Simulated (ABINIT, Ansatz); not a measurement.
# YBiS3 (Pm-3m): zone-centre phonons, part 5 of 5

Which modes does YBiS3 (Pm-3m) have at the zone centre?

ABINIT 10.8.3; DFT PBEsol, scalar-relativistic, plane waves, PseudoDojo norm-conserving pseudopotentials.

So far. Step 7 (Linear response at Γ): The acoustic modes at Γ come out as far as 0.9 cm⁻¹ from zero, where they should vanish, a small numerical error. The lowest optical mode is imaginary, 163i cm⁻¹, an instability at this level and on this k mesh. Step 8 (Zone-centre analysis): The rule moves no optical mode by more than 0.1 cm⁻¹.

The structure was built from a prototype and need not be the compound's stable phase.

## 10. A second program

The same cell goes through another code at the same cutoff. The files are of one family, but Ansatz's library holds files of its own making for some heavy elements, so those for Bi may differ.

This step: DFT PBEsol, scalar-relativistic, plane waves, norm-conserving pseudopotentials of its library (PseudoDojo's, some remade) (Ansatz 0.2.0).

File input.yaml:

```yaml
crystal:
  lattice:
    - [5.0975171861, 0.0, 0.0]
    - [0.0, 5.0975171861, 0.0]
    - [0.0, 0.0, 5.0975171861]
  atoms:
    - { symbol: Bi, position: [0.0, 0.0, 0.0] }
    - { symbol: "Y", position: [0.5, 0.5, 0.5] }
    - { symbol: S, position: [0.5, 0.5, 0.0] }
    - { symbol: S, position: [0.5, 0.0, 0.5] }
    - { symbol: S, position: [0.0, 0.5, 0.5] }
kpoints:
  mp_grid: { grid: [4, 4, 4] }
hamiltonian:
  xc: pbesol
  pseudopotentials: { kind: nc, accuracy: standard }
scf:
  occupations: { method: gaussian, width: 0.27211 }
output:
  eigenvalues: true
basis:
  ecutwfc: 816.342
phonons:
  method: dfpt
```

The run is started by

```
$ ansatz run input.yaml --threads 4 --pin off --max-ram 8192MiB --backend cpu --events-out ev --progress --plain --runs-dir out
```

Numbers of over 12 decimals in the logs are rounded to 6 here.

Log:

```text
Warning: basis.ecutwfc = 816.342 eV is below the records' recommended 979.609905 eV, and the density's cutoff is lower with it unless basis.ecutrho_ratio is high enough to keep the records' density cutoff: compare with a run at a higher cutoff
zone centre: on kpoints.mp_grid the ground state, and the responses unless they are solved on pairs of k-points, stand on 27 of the mesh's 64 k-points, reduced under 8 symmetry operations, with k and −k counted as one. Each operation leaves every solved displacement unchanged or reverses it
Engine: ansatz 0.2.0, aarch64-unknown-linux-gnu
Pseudopotentials: kind: nc
Pseudopotential: Bi, nc, valence charge 15, recommended cutoff 897.975746 eV (normal), Bi.nc.azcp (PseudoDojo's, or run here from an input of PseudoDojo's; its table is named by hamiltonian.pseudopotentials.accuracy)
Pseudopotential: Y, nc, valence charge 11, recommended cutoff 979.609905 eV (normal), Y.nc.azcp (PseudoDojo's, or run here from an input of PseudoDojo's; its table is named by hamiltonian.pseudopotentials.accuracy)
Pseudopotential: S, nc, valence charge 6, recommended cutoff 707.496042 eV (normal), S.nc.azcp (PseudoDojo's, or run here from an input of PseudoDojo's; its table is named by hamiltonian.pseudopotentials.accuracy)
Functional definition: PBEsol
  exchange = pbesol_x
  correlation = pbesol_c
Crystal: 5 atoms, lattice volume = 132.457 Å³
Basis set: ecut = 816.342 eV, 7075 PW (Γ), exchange–correlation on 96×96×96 points (8 copies of the dense FFT grid, shifted against one another)
Bands: 27, of which v1, the nominal top of the filled ones, is band 22 counted from 1 (21 counted from 0)
Symmetry: 48 space group operations
k-points: 27 of 64 (irreducible under 8 space group operations)
Non-local potential: Bi, projectors of the file, l = 0: 2, l = 1: 2, l = 2: 2, l = 3: 2
Non-local potential: Y, projectors of the file, l = 0: 2, l = 1: 2, l = 2: 2
Non-local potential: S, projectors of the file, l = 0: 2, l = 1: 2, l = 2: 2
Initial density: superposition of atomic densities (chi_scale 0.1, normalization cell, long waves kept (reshape's long-wave potential 0.00 eV rms))
Initial wavefunctions: pseudopotential atomic-orbital guess
Functional: x = pbesol(κ = 0.804, μ = 0.123457), c = pbesol(β = 0.046)
SCF iter   1: F=—  HF=-4238.584890 eV  |F-HF|=—  |Δ(HF+E_count)|=         —  Δρ=5.02e-2  dr2=1.40e1  ethr=3.10e-3  ⟨swp⟩=7.3  Hψ=3553  notcnv=0
preconditioner: auto → Resta (q_TF=auto, 2.270 Å⁻¹)  ε∞=5.8  [insulator: Δε(μ)=0.937 eV  Ē_g=7.509 eV  σ=0.272 eV  W_gap=0.98  n_scr=26 (ndim 8)  ℏωp=16.5 eV  f_vac=0.000  D(μ)=0.06/eV (n_scr^D=0)  ε∞_Penn≈5.8]
SCF iter   2: F=—  HF=-4235.108313 eV  |F-HF|=—  |Δ(HF+E_count)|=    3.48e0  Δρ=2.46e-2  dr2=3.10e0  ethr=3.10e-3  ⟨swp⟩=3.3  Hψ=1541  notcnv=0  defer=13
preconditioner: auto → Kerker (q_TF=auto, 2.270 Å⁻¹)  [metal: Δε(μ)=0.064 eV  Ē_g=7.137 eV  σ=0.272 eV  W_gap=0.13  n_scr=26 (ndim 8)  ℏωp=16.5 eV  f_vac=0.000  D(μ)=1.56/eV (n_scr^D=6)]
SCF iter   3: F=—  HF=-4234.440660 eV  |F-HF|=—  |Δ(HF+E_count)|=   6.68e-1  Δρ=1.33e-2  dr2=6.56e-1  ethr=3.10e-3  ⟨swp⟩=3.4  Hψ=1422  notcnv=0  defer=5
SCF iter   4: F=—  HF=-4234.424292 eV  |F-HF|=—  |Δ(HF+E_count)|=   1.64e-2  Δρ=1.09e-2  dr2=5.44e-1  ethr=1.49e-3  ⟨swp⟩=2.5  Hψ=1131  notcnv=0  defer=2
SCF iter   5: F=—  HF=-4234.362039 eV  |F-HF|=—  |Δ(HF+E_count)|=   6.23e-2  Δρ=5.83e-3  dr2=1.65e-1  ethr=1.24e-3  ⟨swp⟩=1.0  Hψ=817  notcnv=0  defer=2
SCF iter   6: F=—  HF=-4234.337825 eV  |F-HF|=—  |Δ(HF+E_count)|=   2.42e-2  Δρ=2.19e-3  dr2=2.19e-2  ethr=3.75e-4  ⟨swp⟩=1.1  Hψ=739  notcnv=0  defer=1
SCF iter   7: F=—  HF=-4234.334375 eV  |F-HF|=—  |Δ(HF+E_count)|=   3.45e-3  Δρ=2.03e-4  dr2=1.48e-4  ethr=4.98e-5  ⟨swp⟩=1.4  Hψ=828  notcnv=0  defer=1
SCF iter   8: F=—  HF=-4234.334413 eV  |F-HF|=—  |Δ(HF+E_count)|=   3.79e-5  Δρ=5.55e-5  dr2=1.11e-5  ethr=3.35e-7  ⟨swp⟩=2.1  Hψ=1127  notcnv=0  defer=1
SCF iter   9: F=—  HF=-4234.334408 eV  |F-HF|=—  |Δ(HF+E_count)|=   5.15e-6  Δρ=2.29e-5  dr2=1.80e-6  ethr=2.53e-8  ⟨swp⟩=1.9  Hψ=934  notcnv=0  defer=1
SCF iter  10: F=—  HF=-4234.334599 eV  |F-HF|=—  |Δ(HF+E_count)|=   1.91e-4  Δρ=5.92e-6  dr2=1.62e-7  ethr=4.10e-9  ⟨swp⟩=1.3  Hψ=742  notcnv=0  defer=1
SCF iter  11: F=—  HF=-4234.334599 eV  |F-HF|=—  |Δ(HF+E_count)|=   1.95e-8  Δρ=8.08e-7  dr2=1.63e-9  ethr=3.67e-10  ⟨swp⟩=2.1  Hψ=1032  notcnv=0  defer=1
SCF iter  12: F=—  HF=-4234.334599 eV  |F-HF|=—  |Δ(HF+E_count)|=  5.41e-10  Δρ=1.78e-7  dr2=4.90e-11  ethr=3.71e-12  ⟨swp⟩=2.6  Hψ=1360  notcnv=0  defer=1
SCF iter  13: F=-4234.334599 eV  HF=-4234.334599 eV  |F-HF|=4.55e-12  |Δ(HF+E_count)|=  4.55e-12  Δρ=7.52e-8  dr2=6.01e-12  ethr=1.00e-12  ⟨swp⟩=9.5  Hψ=4686  notcnv=0
SCF 1 converged in 13 iterations: F = -4234.334599 eV  dr2 = 6.01e-12
DFPT response loops at Γ: preconditioner auto → Kerker (q_TF=auto, 2.270 Å⁻¹) (partly filled bands, converged f_vac=0.000); β = 1.00, the filter's whole step (`scf.mixing.beta` (0.50) is not read by the response loops under this deck's `scf.mixing.preconditioner`; to damp them name `kerker` or `kerker_dos`, under which they read `scf.mixing.beta`, and type it under 1.00, their step now; both keys bind the ground state too); Broyden in place of MSR1
SCF converged after 13 iterations
Free energy (F): -4234.334599 eV
Harris-Foulkes:  -4234.334599 eV  (|F-HF|=4.55e-12)
Internal energy: -4234.263689 eV  (E = F + TS)
E sigma→0 (E₀):  -4234.299144 eV
Entropy (-TS):   -0.070911 eV (-14.182 meV/atom)
Fermi energy:    6.537054 eV
--- Per-component energies (eV) ---
  E_band       = -277.741950
  E_kinetic    = 1693.066532
  E_local      = -2646.487666  (includes V_loc(G=0)·N_el)
  E_nonlocal   = -179.101830
  E_hartree    = 814.939856
  E_xc         = -1047.852349
  E_vxc        = -775.098617  (∫ρ·V_xc dr)
  E_ewald      = -2868.828231
  E_smearing   = -0.070911  (= −TS)
  E_closure    = 0.000000  (closes the sum)
  Σ components = -4234.334599   (vs F -4234.334599, Δ=0.00e0)
--- Band table (eV; the first three rows and the last of 27) ---
  k-point 0: bands = [... 18 lower, 5.6555, 6.2316, 6.2316, 6.2316, 8.4428, 8.4428, 8.4428, 9.0676, ... 1 higher]
  k-point 1: bands = [... 18 lower, 5.2635, 5.4391, 6.1906, 6.1906, 7.3386, 8.0123, 8.0123, 9.1389, ... 1 higher]
  k-point 2: bands = [... 18 lower, 5.2130, 5.2476, 6.2228, 6.3068, 6.3068, 7.5711, 7.5711, 9.2157, ... 1 higher]
  k-point 26: bands = [... 18 lower, 3.9216, 6.7443, 6.7443, 6.7443, 8.2422, 8.2422, 8.2422, 12.7784, ... 1 higher]
--- Phonons (Γ-DFPT): 4 representative perturbations + reference, on 27 of 64 k-points (Σ response iterations 13) ---
  k mesh reduced under 8 symmetry operations, with k and −k counted as one. Each operation leaves every solved displacement unchanged or reverses it
  ASR residual: 7.903e-5 → 0.000e0 eV/Å²; symmetrization residual: 2.281e-5 eV/Å²
  ASR residual per site (eV/Å²): 7.90e-5 3.40e-5 2.17e-5 2.17e-5 2.17e-5
  Γ frequencies (cm⁻¹): -163.15 -163.15 -163.15 -156.18 -156.18 -156.18 -62.65 -62.65 -62.65 0.00 0.00 0.00 411.45 411.45 411.45
  non-analytic LO–TO correction: not included (Born effective charges unavailable; polar crystals: no LO–TO splitting at Γ)
```

Elapsed: 31 s, on 4 threads of Arm Neoverse V1, shared host; peak memory 1.3 GiB; 2 min of CPU time.

This step gave:

```yaml
sum_rule_residual_before_enforcement: 7.90e-5 eV/Å²
lowest_optical_zone_centre_mode: -163.2 cm⁻¹
```

## 11. Side by side: ABINIT PseudoDojo and Ansatz, library NC

Numbers from this step:

```
root-mean-square difference : 0.23 cm⁻¹
largest difference          : 0.33 cm⁻¹
```

The 12 of 12 modes that differ most. Frequencies side by side:

```tsv
q (reciprocal lattice)	mode	ABINIT PseudoDojo (cm⁻¹)	Ansatz, library NC (cm⁻¹)
0 0 0	1	-162.8	-163.2
0 0 0	2	-162.8	-163.2
0 0 0	3	-162.8	-163.2
0 0 0	4	-155.9	-156.2
0 0 0	5	-155.9	-156.2
0 0 0	6	-155.9	-156.2
0 0 0	7	-62.65	-62.65
0 0 0	8	-62.65	-62.65
0 0 0	9	-62.65	-62.65
0 0 0	13	411.4	411.4
0 0 0	14	411.4	411.4
0 0 0	15	411.4	411.4
```

At the zone centre the largest difference (acoustic modes at Γ apart) is 0.08 % of the highest mode.

## 12. Summary of results

```yaml
space_group_after_relaxation: Pm-3m
volume_per_atom: 26.5 Å³
highest_optical_zone_centre_mode_no_lo_to_term: 411.4 cm⁻¹
lowest_optical_zone_centre_mode: -162.8 cm⁻¹
imaginary_optical_modes_at_the_zone_centre_no_q_mesh_in_this_session: yes
largest_difference_from_ansatz_library_nc: 0.33 cm⁻¹
```

What this shows: At the PBEsol level the optical modes of YBiS3 (Pm-3m) at the zone centre run from 163i to 411 cm⁻¹, so the structure is a saddle point, with 9 modes beyond 10i cm⁻¹ there. ABINIT PseudoDojo and Ansatz, library NC agree to 0.33 cm⁻¹ (0.08 % of the highest mode compared) on all solved modes but the acoustic ones at Γ, without the LO-TO term. These are harmonic frequencies at zero temperature: anharmonic shifts and linewidths and thermal expansion are left out. Spin-orbit coupling is left out, which can matter for the heavy elements here. In a metal the frequencies hang on the k mesh and the smearing, most of all near Kohn anomalies. Ansatz warns that the cutoff lies 17 % under the one recommended for these files; agreement at one cutoff is not convergence. The total energies of the two programs lie far apart, so at least one potential file in Ansatz's library differs from the published one read by the first program. The structure is a hypothetical one, built on a prototype.

[Host names and launcher messages were left out of these logs when they were recorded.]

[Logs are printed without paths, hosts, clocks, repeated set-up lines and the standing remarks that a program may print on its own settings, such as how far it seeks lower states.]

[Hosts, paths, dates, database ids (printed as entryN), source tags and the programs' standing remarks are cut or masked in the printed files.]
